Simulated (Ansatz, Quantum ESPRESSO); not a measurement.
# BeSi (Pm-3m): phonons by linear response, part 2 of 2

How does BeSi (Pm-3m) vibrate, and is this structure a minimum?

Quantum ESPRESSO 7.5; DFT LDA, scalar-relativistic, plane waves, JTH PAW pseudopotentials.

So far, highest frequency (cm⁻¹): step 7 (interpolated phonon bands) 381. Also lowest frequency on the path (cm⁻¹): step 7 -227. The relaxed cell has a = 2.797 Å (conventional setting).

The structure was built from a prototype and need not be the compound's stable phase.

### Step 10. Sum rules set otherwise: a sum rule for molecules or wires on a crystal

This rule also removes rotations, which suits wires and not a crystal; it is tried to see the harm.

The input, dynmat.in:

```
 &input
    fildyn='x.dyn1',
    asr='one-dim',
    fileig='dynmat.eig',
 /
```

Run with:

```bash
$ dynmat.x -in dynmat.in > dynmat.out
```

The job ended after 0.59 s (1 thread of Intel Xeon Platinum 8175M at 2.50GHz (Skylake/Cascade Lake), shared host).

The program raised no error, yet the settings are not those of a careful run.

The fault: a sum rule for molecules or wires on a crystal; 1 optical mode is projected out to zero frequency, as if it were a rotation.

For a crystal the rule has to be 'simple' or 'crystal'.

Zone-centre frequencies as printed; negative means imaginary. Modes:

```
mode  frequency (cm⁻¹)
   1                 0
   2                 0
   3                 0
   4                 0
   5             308.4
   6             308.4
```

### Step 11. Sum rules set otherwise (asr crystal)

The rule can be imposed in more than one way; the choices should agree where the raw error is small.

The input, dynmat.in:

```
 &input
    fildyn='x.dyn1',
    asr='crystal',
    fileig='dynmat.eig',
 /
```

Run with:

```bash
$ dynmat.x -in dynmat.in > dynmat.out
```

Wall time 0.58 s (1 thread).

Read from the output:

```
highest optical zone-centre mode (no LO-TO term) : 308.4 cm⁻¹
lowest optical zone-centre mode                  : 308.4 cm⁻¹
```

Zone-centre frequencies as printed; negative means imaginary. Modes:

```
mode  frequency (cm⁻¹)
   1                 0
   2                 0
   3                 0
   4             308.4
   5             308.4
   6             308.4
```

Against the first rule no mode moves by more than 0.1 cm⁻¹.

### Step 12. The dispersion under another sum rule (asr crystal)

The sum rule corrects the force constants themselves, so it can shift branches at any wavevector, low ones most.

The input, matdyn.in:

```
 &input
    asr='crystal',
    flfrc='x.fc',
    flfrq='x.freq',
    flvec='x.modes',
    q_in_band_form=.true.,
    q_in_cryst_coord=.true.,
 /
8
  0.0000000   0.0000000   0.0000000   8  ! GAMMA
  0.0000000   0.5000000   0.0000000   8  ! X
  0.5000000   0.5000000   0.0000000   8  ! M
  0.0000000   0.0000000   0.0000000   8  ! GAMMA
  0.5000000   0.5000000   0.5000000   8  ! R
  0.0000000   0.5000000   0.0000000   1  ! X
  0.5000000   0.5000000   0.5000000   8  ! R
  0.5000000   0.5000000   0.0000000   1  ! M
```

Run with:

```bash
$ matdyn.x -in matdyn.in > matdyn.out
```

The job ended after 0.62 s (1 thread).

Numbers from this step:

```yaml
lowest_frequency_on_the_path: -226.7 cm⁻¹
```

At the labelled points the branches move by no more than 0.4 cm⁻¹.

### Step 13. Cross-check with Ansatz

The same cell goes through another code, with its own cutoff. The potentials differ. Its k mesh is centred on Γ.

This step: DFT LDA, scalar-relativistic, plane waves, PseudoDojo norm-conserving pseudopotentials (Ansatz 0.2.0).

The input, input.yaml:

```yaml
crystal:
  lattice:
    - [2.7971517113, 0.0, 0.0]
    - [0.0, 2.7971517113, 0.0]
    - [0.0, 0.0, 2.7971517113]
  atoms:
    - { symbol: Be, position: [0.0, 0.0, 0.0] }
    - { symbol: Si, position: [0.5, 0.5, 0.5] }
kpoints:
  mp_grid: { grid: [12, 12, 12] }
hamiltonian:
  xc: lda
  pseudopotentials: { kind: nc, accuracy: standard }
scf:
  occupations: { method: gaussian, width: 0.27211 }
output:
  eigenvalues: true
phonons:
  method: dfpt
  qmesh: [4, 4, 4]
  temperatures: { t_max: 1000, t_step: 50 }
  qpath:
    path:
      - [[0.0, 0.0, 0.0], [0.0, 0.5, 0.0], [0.5, 0.5, 0.0], [0.0, 0.0, 0.0], [0.5, 0.5, 0.5], [0.0, 0.5, 0.0]]
      - [[0.5, 0.5, 0.5], [0.5, 0.5, 0.0]]
    npoints: 12
```

Run with:

```bash
$ ansatz run input.yaml --threads 4 --pin off --max-ram 8192MiB --backend cpu --events-out ev --progress --plain --runs-dir out
```

Run time: 3 min. Hardware: 4 threads; peak memory 2.1 GiB.

Read from the output:

- sum-rule residual before enforcement: 1.08e-5 eV/Å²
- lowest frequency on the path: -226.6 cm⁻¹
- share of modes beyond 3i cm⁻¹ on the dense interpolated mesh: 0.2336
- highest optical zone-centre mode (no LO-TO term): 307.0 cm⁻¹
- lowest optical zone-centre mode: 307.0 cm⁻¹
- lowest mode on the q mesh (acoustic ones at the zone centre apart): -207.7 cm⁻¹

### Step 14. Side by side: QE JTH and Ansatz, PseudoDojo

Worked out from the results:

| Property | Result |
| --- | --- |
| root-mean-square difference | 1.28 cm⁻¹ |
| largest difference | 2.17 cm⁻¹ |
| root-mean-square difference on the path | 1.5 cm⁻¹ |
| largest difference on the path | 7.9 cm⁻¹ |

The 12 of 57 modes that differ most. Frequencies side by side:

```
q (reciprocal lattice)  mode  QE JTH (cm⁻¹)  Ansatz, PseudoDojo (cm⁻¹)
           0 0.25 0.25     4          302.6                      300.8
           0 0.25 0.25     6          346.1                      344.2
           0 0.25 -0.5     6            356                      353.9
           0 -0.5 -0.5     5          381.2                      379.1
           0 -0.5 -0.5     6          381.2                      379.1
        0.25 0.25 -0.5     5          343.7                      341.8
        0.25 -0.5 -0.5     4          256.2                      254.5
        0.25 -0.5 -0.5     5          334.5                      332.7
        0.25 -0.5 -0.5     6          334.5                      332.7
        -0.5 -0.5 -0.5     1          177.6                      175.8
        -0.5 -0.5 -0.5     2          177.6                      175.8
        -0.5 -0.5 -0.5     3          177.6                      175.8
```

At the solved wavevectors the largest difference (acoustic modes at Γ apart) is 0.6 % of the highest mode (on the interpolated path 2 %).

### Step 15. What came out

* space group after relaxation: Pm-3m
* volume per atom: 10.9 Å³
* highest optical zone-centre mode (no LO-TO term): 308.5 cm⁻¹
* q mesh: 4×4×4
* lowest mode on the q mesh (acoustic ones at the zone centre apart): -207.6 cm⁻¹
* imaginary modes on the q mesh: yes
* largest difference from Ansatz, PseudoDojo: 2.17 cm⁻¹

In words: BeSi (Pm-3m) is unstable: a mode solved on the 4×4×4 mesh is imaginary, 208i cm⁻¹; its spectrum reaches 381 cm⁻¹. At the LDA level the optical modes of BeSi (Pm-3m) at the zone centre lie at 309 cm⁻¹. The most unstable solved mode lies at q = (0, -0.5, -0.5), on the zone boundary, so the distortion that it points to doubles the cell. QE JTH and Ansatz, PseudoDojo differ by 1.3 cm⁻¹ in the root mean square and by 2.2 cm⁻¹ at most, 0.6 % of the highest mode compared (acoustic modes at Γ left out; ph.x's values are those before the sum rule); the two use different potentials, and the cell was not relaxed for the second set. Their interpolated bands part by up to 8 cm⁻¹. These are harmonic frequencies at zero temperature: anharmonic shifts and linewidths and thermal expansion are left out. In a metal the frequencies hang on the k mesh and the smearing, most of all near Kohn anomalies. The structure is a hypothetical one, built on a prototype.

[Host names and launcher messages were left out of these logs when they were recorded.]

[Logs are printed without paths, hosts, clocks, repeated set-up lines and the standing remarks that a program may print on its own settings, such as how far it seeks lower states.]

[Hosts, paths, dates, database ids (printed as entryN), source tags and the programs' standing remarks are cut or masked in the printed files.]
